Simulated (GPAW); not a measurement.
# Hf2CO2 MXene monolayer: work function by functional and basis

Aim: the work function of both faces of Hf2CO2 MXene monolayer, and its spread over functionals and bases. Where a layer proves gapped, the work function hangs on where the smearing puts the Fermi level, and the band edges take its place.

Program: GPAW 26.7.0. Level of theory: GPAW, PAW setups; layer in a repeated cell with vacuum, relaxation of atoms and in-plane cell, in the first sound run; inputs show where later runs differ. Results are calculated unless marked as measured.

### Step 1. Set-up

The cell holds 5 atoms: 2 O, 2 Hf and 1 C. Its edges and angles: a = 3.289 Å, b = 3.289 Å, c = 18.953 Å, α = 90.0°, β = 90.0°, γ = 120.0°. Vacuum lies along c.

### Step 2. Relaxing the atoms

Forces are removed first; all later runs use this geometry.

run.py reads:

```python
import json
import numpy as np
from ase import Atoms
from ase.filters import FrechetCellFilter
from ase.optimize import BFGS
from gpaw import GPAW, PW

slab = Atoms(
    ['O', 'Hf', 'C', 'Hf', 'O'],
    positions=[
        [-0.00000, 1.89891, 7.00000],
        [1.64450, 0.94945, 8.17872],
        [0.00000, 0.00000, 9.47647],
        [-0.00000, 1.89891, 10.77423],
        [1.64450, 0.94945, 11.95295]],
    cell=[[3.289, 0.0, 0.0], [-1.6445, 2.84836, 0.0], [0.0, 0.0, 18.9529]],
    pbc=[True, True, True])

slab.calc = GPAW(mode=PW(600), xc='PBE', kpts={'size': (12, 12, 1), 'gamma': True},
                 occupations={'name': 'fermi-dirac', 'width': 0.05}, nbands='160%',
                 convergence={'density': 1e-05}, maxiter=200,
                 symmetry={'tolerance': 1e-3}, txt='slab.txt')
result = {}
# The in-plane cell is free; stress needs a cell that repeats along all three vectors
path = []
opt = BFGS(FrechetCellFilter(slab, mask=[1, 1, 0, 0, 0, 1]), maxstep=0.2)
opt.attach(lambda: path.append((slab.get_potential_energy(), slab.positions.tolist(), slab.get_forces().tolist())))
result['relaxed'] = bool(opt.run(fmax=0.02, steps=45))
result['path'] = path
result['cell'] = slab.cell.tolist()
print('in-plane lattice', slab.cell.cellpar().round(4)[[0, 1, 5]])
energy = slab.get_potential_energy()
fermi = slab.calc.get_fermi_level()
v = slab.calc.get_electrostatic_potential().mean((0, 1)) - fermi
n = slab.calc.get_pseudo_density().mean((0, 1))
L = slab.cell[2, 2]
z = np.arange(len(v)) * L / len(v)
low, high = slab.positions[:, 2].min(), slab.positions[:, 2].max()
below, above = np.interp([low - 4.8, high + 4.8], z, v)
slopes = [np.interp(x, z, np.gradient(v, z)) for x in (low - 4.8, high + 4.8)]
eps = np.array([[slab.calc.get_eigenvalues(k, s) for k in range(len(slab.calc.get_ibz_k_points()))]
                for s in range(slab.calc.get_number_of_spins())]) - fermi
top, bottom = eps[eps < 0].max(), eps[eps > 0].min()
dipole = slab.get_dipole_moment()[2]
print(f'energy {energy:.4f} eV, Fermi level {fermi:.4f} eV, dipole {dipole:.5f} e A')
print(f'potential 4.8 A off the faces, from the Fermi level: lower {below:.4f} eV, upper {above:.4f} eV')
print(f'slope of the potential there: lower {slopes[0]:.5f}, upper {slopes[1]:.5f} eV/A')
print(f'nearest levels on the mesh: {top:.4f} and {bottom:.4f} eV')
print('magnetic moment', round(slab.get_magnetic_moment(), 3))
result.update(energy=energy, fermi=fermi, dipole=dipole, below=below, above=above, slopes=slopes, edges=[top, bottom],
              z=z.tolist(), v=v.tolist(), n=n.tolist(), positions=slab.positions.tolist(),
              forces=slab.get_forces(apply_constraint=False).tolist(), moments=slab.get_magnetic_moments().tolist())
json.dump(result, open('result.json', 'w'))
```

Run with:

```bash
$ OMP_NUM_THREADS=1 OPENBLAS_NUM_THREADS=1 python run.py
```

The log of the run:

```text
Step          Energy          fmax
BFGS:    0      -44.960395        4.626932
BFGS:    1      -45.631300        1.969111
BFGS:    2      -45.833483        0.537180
BFGS:    3      -45.842442        0.379131
BFGS:    4      -45.859327        0.139156
BFGS:    5      -45.860148        0.104155
BFGS:    6      -45.861929        0.106889
BFGS:    7      -45.865206        0.085087
BFGS:    8      -45.868984        0.054902
BFGS:    9      -45.870238        0.015056
in-plane lattice [  3.2602   3.2602 120.    ]
energy -45.8702 eV, Fermi level 0.2412 eV, dipole 0.00057 e A
potential 4.8 A off the faces, from the Fermi level: lower 4.9683 eV, upper 4.9648 eV
slope of the potential there: lower 0.00028, upper 0.00122 eV/A
nearest levels on the mesh: -0.4649 and 0.5071 eV
magnetic moment 0.0
```

Run time: 4.6 min. Hardware: 1 thread of AMD EPYC 9R14 (Zen 4), shared host; peak memory 0.48 GiB.

Numbers from this step:

```
dipole along the normal                    : 5.73e-4 e·Å
levels nearest the Fermi level on the mesh : -0.4649, 0.5071 eV from the Fermi level
```

The electrostatic potential energy of an electron (without an applied field's), less the Fermi level, planar mean by z:

```tsv
z (Å)	electrostatic potential energy of an electron (without an applied field's), less the Fermi level, planar mean (eV)
0.0	4.97
0.5	4.97
1.0	4.97
1.5	4.97
2.0	4.97
2.5	4.97
3.0	4.97
3.5	4.97
4.0	4.97
4.5	4.97
5.0	4.95
5.5	4.89
6.0	4.52
6.5	2.38
7.0	-8.77
7.5	-13.3
8.0	-21.8
8.5	-14.5
9.0	-5.59
9.5	-9.78
10.0	-5.68
10.5	-15.8
11.0	-21.3
11.5	-13.0
12.0	-7.25
12.5	2.75
13.0	4.58
13.5	4.89
14.0	4.95
14.5	4.96
15.0	4.96
15.5	4.96
16.0	4.96
16.5	4.96
17.0	4.97
17.5	4.97
18.0	4.97
18.5	4.97
```

The pseudo valence density, planar mean by z:

```tsv
z (Å)	pseudo valence density, planar mean (e/Å³)
0.00	0
0.53	0
1.05	0
1.58	0
2.11	0
2.46	0
2.98	1.7e-6
3.51	6.8e-6
4.04	3.8e-5
4.56	2.1e-4
5.09	0.00124
5.62	0.00758
6.14	0.0501
6.67	0.340
7.02	0.792
7.55	0.835
8.07	1.16
8.60	0.585
9.13	0.464
9.65	0.484
10.18	0.471
10.70	1.05
11.23	0.902
11.76	0.904
12.11	0.567
12.64	0.0960
13.16	0.0142
13.69	0.00228
14.21	3.9e-4
14.74	6.7e-5
15.27	1.2e-5
15.79	2.2e-6
16.32	0
16.67	0
17.20	0
17.72	0
18.25	0
18.78	0
```

The relaxation lowered the energy of the cell by 0.910 eV (energies extrapolated to zero smearing; the optimiser's log prints free energies). The largest force left on a free atom is 0.015 eV/Å.

### Step 3. The slab's potential

The work function is the vacuum plateau of the electrostatic potential less the Fermi level; a dipole layer lets the two faces have plateaus of their own.

This step: GPAW, PAW setups; slab in vacuum (GPAW 26.7.0).

The cell differs from the one that the last finished run ended in (c 18.953 → 18.652 Å).

Edit run.py of step 2 so:

```diff
@@ -3,4 +3,2 @@
 from ase import Atoms
-from ase.filters import FrechetCellFilter
-from ase.optimize import BFGS
 from gpaw import GPAW, PW
@@ -10,23 +8,16 @@
     positions=[
-        [-0.00000, 1.89891, 7.00000],
-        [1.64450, 0.94945, 8.17872],
-        [0.00000, 0.00000, 9.47647],
-        [-0.00000, 1.89891, 10.77423],
-        [1.64450, 0.94945, 11.95295]],
-    cell=[[3.289, 0.0, 0.0], [-1.6445, 2.84836, 0.0], [0.0, 0.0, 18.9529]],
-    pbc=[True, True, True])
+        [-0.00000, 1.88229, 7.00000],
+        [1.63011, 0.94114, 7.94433],
+        [-0.00000, -0.00000, 9.32592],
+        [-0.00000, 1.88229, 10.70752],
+        [1.63011, 0.94114, 11.65184]],
+    cell=[[3.26022, -0.0, 0.0], [-1.63011, 2.82343, 0.0], [0.0, 0.0, 18.6518]],
+    pbc=[True, True, False])
 
-slab.calc = GPAW(mode=PW(600), xc='PBE', kpts={'size': (12, 12, 1), 'gamma': True},
+slab.calc = GPAW(mode=PW(500), xc='PBE', kpts={'size': (12, 12, 1), 'gamma': True},
                  occupations={'name': 'fermi-dirac', 'width': 0.05}, nbands='160%',
                  convergence={'density': 1e-05}, maxiter=200,
+                 poissonsolver={'dipolelayer': 'xy'},
                  symmetry={'tolerance': 1e-3}, txt='slab.txt')
 result = {}
-# The in-plane cell is free; stress needs a cell that repeats along all three vectors
-path = []
-opt = BFGS(FrechetCellFilter(slab, mask=[1, 1, 0, 0, 0, 1]), maxstep=0.2)
-opt.attach(lambda: path.append((slab.get_potential_energy(), slab.positions.tolist(), slab.get_forces().tolist())))
-result['relaxed'] = bool(opt.run(fmax=0.02, steps=45))
-result['path'] = path
-result['cell'] = slab.cell.tolist()
-print('in-plane lattice', slab.cell.cellpar().round(4)[[0, 1, 5]])
 energy = slab.get_potential_energy()
```

The log of the run:

```text
energy -45.1795 eV, Fermi level 0.3319 eV, dipole 0.00052 e A
potential 4.8 A off the faces, from the Fermi level: lower 4.9679 eV, upper 4.9548 eV
slope of the potential there: lower -0.00126, upper 0.00126 eV/A
nearest levels on the mesh: -0.4633 and 0.5057 eV
magnetic moment 0.0
```

It took 33 s on 1 thread; peak memory 0.24 GiB.

Numbers from this step:

| Item | Value |
| --- | --- |
| dipole along the normal | 5.23e-4 e·Å |
| levels nearest the Fermi level on the mesh | -0.4633, 0.5057 eV from the Fermi level |
| upper work function | 4.955 eV |
| lower work function | 4.968 eV |
| upper ionisation energy | 5.418 eV |

The electrostatic potential energy of an electron (without an applied field's), less the Fermi level, planar mean by z:

```tsv
z (Å)	electrostatic potential energy of an electron (without an applied field's), less the Fermi level, planar mean (eV)
0	4.96
1	4.97
2	4.97
3	4.97
4	4.97
5	4.94
6	4.21
7	-12.3
8	-22.0
9	-6.26
10	-7.29
11	-18.5
12	-2.70
13	4.72
14	4.94
15	4.95
16	4.95
17	4.95
18	4.96
```

Table of pseudo valence density, planar mean by z:

```tsv
z (Å)	pseudo valence density, planar mean (e/Å³)
0.00	0
0.57	0
0.95	0
1.52	0
1.90	0
2.47	1.5e-6
3.05	3.1e-6
3.43	1.0e-5
4.00	5.9e-5
4.57	3.7e-4
4.95	0.00131
5.52	0.00930
5.90	0.0357
6.47	0.290
7.04	0.901
7.42	0.838
7.99	1.14
8.56	0.498
8.95	0.460
9.52	0.483
9.90	0.445
10.47	0.935
11.04	0.937
11.42	0.869
11.99	0.525
12.56	0.0726
12.94	0.0181
13.51	0.00249
13.89	6.7e-4
14.46	1.0e-4
15.04	1.6e-5
15.42	6.0e-6
15.99	1.4e-6
16.56	0
16.94	0
17.51	0
17.89	0
18.46	0
```

The layer is gapped, so the Fermi level lies somewhere inside the gap, set by smearing and numerics, and these work functions are no property of the material; the band edges below the vacuum level are. The potential is flat to 0.001 eV/Å where it is read, so the vacuum is wide enough.

### Step 4. Self-consistent run: xc = "revPBE"

The same geometry under revPBE, to see how far the functional moves the levels against the vacuum.

Edit run.py of step 3 so:

```diff
@@ -16,3 +16,3 @@
 
-slab.calc = GPAW(mode=PW(500), xc='PBE', kpts={'size': (12, 12, 1), 'gamma': True},
+slab.calc = GPAW(mode=PW(500), xc='revPBE', kpts={'size': (12, 12, 1), 'gamma': True},
                  occupations={'name': 'fermi-dirac', 'width': 0.05}, nbands='160%',
```

The log of the run:

```text
energy -43.4642 eV, Fermi level 0.4689 eV, dipole 0.00052 e A
potential 4.8 A off the faces, from the Fermi level: lower 4.8149 eV, upper 4.8018 eV
slope of the potential there: lower -0.00126, upper 0.00126 eV/A
nearest levels on the mesh: -0.4747 and 0.5170 eV
magnetic moment 0.0
```

The job ended after 33 s (1 thread; peak memory 0.25 GiB).

This step gave:

```
dipole along the normal                    : 5.22e-4 e·Å
levels nearest the Fermi level on the mesh : -0.4747, 0.5170 eV from the Fermi level
upper work function                        : 4.802 eV
lower work function                        : 4.815 eV
upper ionisation energy                    : 5.277 eV
```

Electrostatic potential energy of an electron (without an applied field's), less the Fermi level, planar mean against z:

z (Å), electrostatic potential energy of an electron (without an applied field's), less the Fermi level, planar mean (eV) and a bar from the least value:
```
        0        4.8 ##############################
        1        4.8 ##############################
        2        4.8 ##############################
        3        4.8 ##############################
        4        4.8 ##############################
        5        4.8 ##############################
        6        4.1 #############################
        7      -12.4 ###########
        8      -22.1 
        9       -6.4 ##################
       10       -7.4 ################
       11      -18.6 ####
       12       -2.8 #####################
       13        4.6 ##############################
       14        4.8 ##############################
       15        4.8 ##############################
       16        4.8 ##############################
       17        4.8 ##############################
       18        4.8 ##############################
```

Pseudo valence density, planar mean against z:

```tsv
z (Å)	pseudo valence density, planar mean (e/Å³)
4.0	6.2e-5
4.5	3.1e-4
5.0	0.00162
5.5	0.00869
6.0	0.0548
6.5	0.326
7.0	0.872
7.5	0.878
8.0	1.14
8.5	0.555
9.0	0.467
9.5	0.483
10.0	0.474
10.5	0.971
11.0	0.974
11.5	0.882
12.0	0.514
12.5	0.0958
13.0	0.0152
13.5	0.00261
14.0	5.1e-4
14.5	9.6e-5
```

Force by atom:

```tsv
atom	x (eV/Å)	y (eV/Å)	z (eV/Å)	size
O1	0.000	0.000	-0.227	0.227
Hf2	0.000	0.000	0.078	0.078
C3	0.000	0.000	0.000	0.000
Hf4	0.000	0.000	-0.078	0.078
O5	0.000	0.000	0.227	0.227
```

The highest filled level lies 0.475 eV under the Fermi level, so the ionisation energy from the upper face is 4.802 + 0.475 = 5.277 eV, against 5.418 eV in the base run.

### Step 5. Self-consistent run: xc = "LDA"

The same geometry under LDA, to see how far the functional moves the levels against the vacuum.

Edit run.py of step 4 so:

```diff
@@ -16,3 +16,3 @@
 
-slab.calc = GPAW(mode=PW(500), xc='revPBE', kpts={'size': (12, 12, 1), 'gamma': True},
+slab.calc = GPAW(mode=PW(500), xc='LDA', kpts={'size': (12, 12, 1), 'gamma': True},
                  occupations={'name': 'fermi-dirac', 'width': 0.05}, nbands='160%',
```

The log of the run:

```text
energy -49.4435 eV, Fermi level -0.0689 eV, dipole 0.00052 e A
potential 4.8 A off the faces, from the Fermi level: lower 5.3697 eV, upper 5.3565 eV
slope of the potential there: lower -0.00127, upper 0.00127 eV/A
nearest levels on the mesh: -0.4194 and 0.4622 eV
magnetic moment 0.0
```

Run time: 33 s. Hardware: 1 thread; peak memory 0.24 GiB.

This step gave:

| Property | Result |
| --- | --- |
| dipole along the normal | 5.24e-4 e·Å |
| levels nearest the Fermi level on the mesh | -0.4194, 0.4622 eV from the Fermi level |
| upper work function | 5.357 eV |
| lower work function | 5.370 eV |
| upper ionisation energy | 5.776 eV |

Electrostatic potential energy of an electron (without an applied field's), less the Fermi level, planar mean against z:

z (Å), electrostatic potential energy of an electron (without an applied field's), less the Fermi level, planar mean (eV) and a bar from the least value:
```
      0.0        5.4 ##############################
      0.5        5.4 ##############################
      1.0        5.4 ##############################
      1.5        5.4 ##############################
      2.0        5.4 ##############################
      2.5        5.4 ##############################
      3.0        5.4 ##############################
      3.5        5.4 ##############################
      4.0        5.4 ##############################
      4.5        5.4 ##############################
      5.0        5.3 ##############################
      5.5        5.2 ##############################
      6.0        4.6 #############################
      6.5        0.8 #########################
      7.0      -11.9 ###########
      7.5      -14.9 #######
      8.0      -21.6 
      8.5      -10.0 #############
      9.0       -5.9 #################
      9.5       -7.9 ###############
     10.0       -6.9 ################
     10.5      -19.3 ###
     11.0      -18.1 ####
     11.5      -12.7 ##########
     12.0       -2.3 #####################
     12.5        4.1 #############################
     13.0        5.1 ##############################
     13.5        5.3 ##############################
     14.0        5.3 ##############################
     14.5        5.4 ##############################
     15.0        5.4 ##############################
     15.5        5.4 ##############################
     16.0        5.4 ##############################
     16.5        5.4 ##############################
     17.0        5.4 ##############################
     17.5        5.4 ##############################
     18.0        5.4 ##############################
     18.5        5.4 ##############################
```

The highest filled level lies 0.419 eV under the Fermi level, so the ionisation energy from the upper face is 5.357 + 0.419 = 5.776 eV, against 5.418 eV in the base run.

### Step 6. Self-consistent run: xc = "RPBE"

The same geometry under RPBE, to see how far the functional moves the levels against the vacuum.

Edit run.py of step 5 so:

```diff
@@ -16,3 +16,3 @@
 
-slab.calc = GPAW(mode=PW(500), xc='LDA', kpts={'size': (12, 12, 1), 'gamma': True},
+slab.calc = GPAW(mode=PW(500), xc='RPBE', kpts={'size': (12, 12, 1), 'gamma': True},
                  occupations={'name': 'fermi-dirac', 'width': 0.05}, nbands='160%',
```

The log of the run:

```text
energy -43.1643 eV, Fermi level 0.4910 eV, dipole 0.00052 e A
potential 4.8 A off the faces, from the Fermi level: lower 4.8012 eV, upper 4.7881 eV
slope of the potential there: lower -0.00125, upper 0.00125 eV/A
nearest levels on the mesh: -0.4796 and 0.5219 eV
magnetic moment 0.0
```

Elapsed: 35 s, on 1 thread; peak memory 0.24 GiB.

Numbers from this step:

```
dipole along the normal                    : 5.22e-4 e·Å
levels nearest the Fermi level on the mesh : -0.4796, 0.5219 eV from the Fermi level
upper work function                        : 4.788 eV
lower work function                        : 4.801 eV
upper ionisation energy                    : 5.268 eV
```

The electrostatic potential energy of an electron (without an applied field's), less the Fermi level, planar mean by z:

z (Å), electrostatic potential energy of an electron (without an applied field's), less the Fermi level, planar mean (eV) and a bar from the least value:
```
      0.0        4.8 ##############################
      0.5        4.8 ##############################
      1.0        4.8 ##############################
      1.5        4.8 ##############################
      2.0        4.8 ##############################
      2.5        4.8 ##############################
      3.0        4.8 ##############################
      3.5        4.8 ##############################
      4.0        4.8 ##############################
      4.5        4.8 ##############################
      5.0        4.8 ##############################
      5.5        4.7 ##############################
      6.0        4.0 #############################
      6.5        0.3 #########################
      7.0      -12.5 ###########
      7.5      -15.4 #######
      8.0      -22.2 
      8.5      -10.6 #############
      9.0       -6.4 ##################
      9.5       -8.4 ###############
     10.0       -7.4 ################
     10.5      -19.8 ###
     11.0      -18.6 ####
     11.5      -13.3 ##########
     12.0       -2.9 #####################
     12.5        3.5 #############################
     13.0        4.6 ##############################
     13.5        4.7 ##############################
     14.0        4.8 ##############################
     14.5        4.8 ##############################
     15.0        4.8 ##############################
     15.5        4.8 ##############################
     16.0        4.8 ##############################
     16.5        4.8 ##############################
     17.0        4.8 ##############################
     17.5        4.8 ##############################
     18.0        4.8 ##############################
     18.5        4.8 ##############################
```

The highest filled level lies 0.480 eV under the Fermi level, so the ionisation energy from the upper face is 4.788 + 0.480 = 5.268 eV, against 5.418 eV in the base run.

### Step 7. OptPBE vdW: xc = "optPBE-vdW"

The same geometry under optPBE-vdW, to see how far the functional moves the levels against the vacuum (the van der Waals functionals take revPBE setups).

Edit run.py of step 6 so:

```diff
@@ -16,3 +16,3 @@
 
-slab.calc = GPAW(mode=PW(500), xc='RPBE', kpts={'size': (12, 12, 1), 'gamma': True},
+slab.calc = GPAW(mode=PW(500), xc='optPBE-vdW', kpts={'size': (12, 12, 1), 'gamma': True},
                  occupations={'name': 'fermi-dirac', 'width': 0.05}, nbands='160%',
```

The log of the run:

```text
energy -85.5677 eV, Fermi level 0.1727 eV, dipole 0.00052 e A
potential 4.8 A off the faces, from the Fermi level: lower 5.1986 eV, upper 5.1854 eV
slope of the potential there: lower -0.00129, upper 0.00129 eV/A
nearest levels on the mesh: -0.4884 and 0.5309 eV
magnetic moment 0.0
```

It took 43 s on 1 thread; peak memory 0.41 GiB.

This step gave:

* levels nearest the Fermi level on the mesh: -0.4884, 0.5309 eV from the Fermi level
* upper work function: 5.185 eV
* lower work function: 5.199 eV
* upper ionisation energy: 5.674 eV

The highest filled level lies 0.488 eV under the Fermi level, so the ionisation energy from the upper face is 5.185 + 0.488 = 5.674 eV, against 5.418 eV in the base run.

(Continued in part 2 of 2.)

[Logs are printed without paths, hosts, clocks, repeated set-up lines and the standing remarks that a program may print on its own settings, such as how far it seeks lower states.]

[Hosts, paths, dates, database ids (printed as entryN), source tags and the programs' standing remarks are cut or masked in the printed files.]
